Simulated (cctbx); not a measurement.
**Accept or mend?**

Cell a = 4.6620 Å, b = 4.6620 Å, c = 11.7970 Å, α = 90.00°, β = 90.00°, γ = 90.00°; space group I4/mmm (no. 139).

Simulated single-crystal data (cctbx): Cu Kα, λ = 1.54184 Å, to d = 0.83 Å, 95 % of the full sphere, strongest reflection 70000 counts, noise from counting, a 3 % proportional error and a noise floor of 8 counts (s.d.); no absorption.

An isotropic refinement with weights 1/σ² prints:

```text
Rint 0.025, 90 unique reflections to 0.83 A
cycle     R1     wR2    GooF  max shift (A)
   1  0.5880  0.8883  76.225   0.12014
   3  0.0052  0.0131   1.126   0.00000
final R1 0.0052 wR2 0.0131 GooF 1.126  parameters 4  data/parameter 22.5
atom        x        y        z      Ueq    occ   su(xyz)  su(Uiso or U11)
Pb1    0.00000  0.00000  0.37789   0.0027  1.000  0.00001  0.0001
Pr1    0.00000  0.00000  0.00000   0.0027  1.000  0.00000  0.0001
Ti1    0.50000  0.00000  0.25000   0.0059  1.000  0.00000  0.0002
difference map: max 0.66 min -0.55 rms 0.10
Q1    0.0000  0.0000  0.0658    4    0.66  0.78 A from Pr1
Q2    0.0000  0.0000  0.5000    2    0.52  1.44 A from Pb1
Q3    0.0000  0.1999  0.0000    8    0.43  0.93 A from Pr1
Q4    0.0000  0.1388  0.3809   16    0.32  0.65 A from Pb1
Q5    0.0000  0.1977  0.2453   16    0.27  1.41 A from Ti1
Q6    0.0000  0.0000  0.1446    4    0.24  1.71 A from Pr1
```

Q: Accept it or mend it, and why?

It can stand. The set-up had a fault (start far from the minimum), but the refinement still reached the right minimum: R1 = 0.0052, wR2 = 0.0131, GooF = 1.13 against R1 = 0.0052, wR2 = 0.0131, GooF = 1.13 for the right model.

The compound is PrTi2Pb2. The right model at the same level gives:

```text
Rint 0.025, 90 unique reflections to 0.83 A
cycle     R1     wR2    GooF  max shift (A)
   1  0.1342  0.3059  26.248   0.02255
   2  0.0052  0.0131   1.126   0.00000
final R1 0.0052 wR2 0.0131 GooF 1.126  parameters 4  data/parameter 22.5
atom        x        y        z      Ueq    occ   su(xyz)  su(Uiso or U11)
Pb1    0.00000  0.00000  0.37789   0.0027  1.000  0.00001  0.0001
Pr1    0.00000  0.00000  0.00000   0.0027  1.000  0.00000  0.0001
Ti1    0.50000  0.00000  0.25000   0.0059  1.000  0.00000  0.0002
difference map: max 0.66 min -0.55 rms 0.10
Q1    0.0000  0.0000  0.0658    4    0.66  0.78 A from Pr1
Q2    0.0000  0.0000  0.5000    2    0.52  1.44 A from Pb1
Q3    0.0000  0.1999  0.0000    8    0.43  0.93 A from Pr1
Q4    0.0000  0.1388  0.3809   16    0.32  0.65 A from Pb1
Q5    0.0000  0.1977  0.2453   16    0.27  1.41 A from Ti1
Q6    0.0000  0.0000  0.1446    4    0.24  1.71 A from Pr1
```

This is a model crystal, built by substitution and not relaxed, with assumed displacement parameters.

[Middle refinement cycles are left out of these outputs.]

[Logs are printed without paths, hosts, clocks, repeated set-up lines and the standing remarks that a program may print on its own settings, such as how far it seeks lower states.]
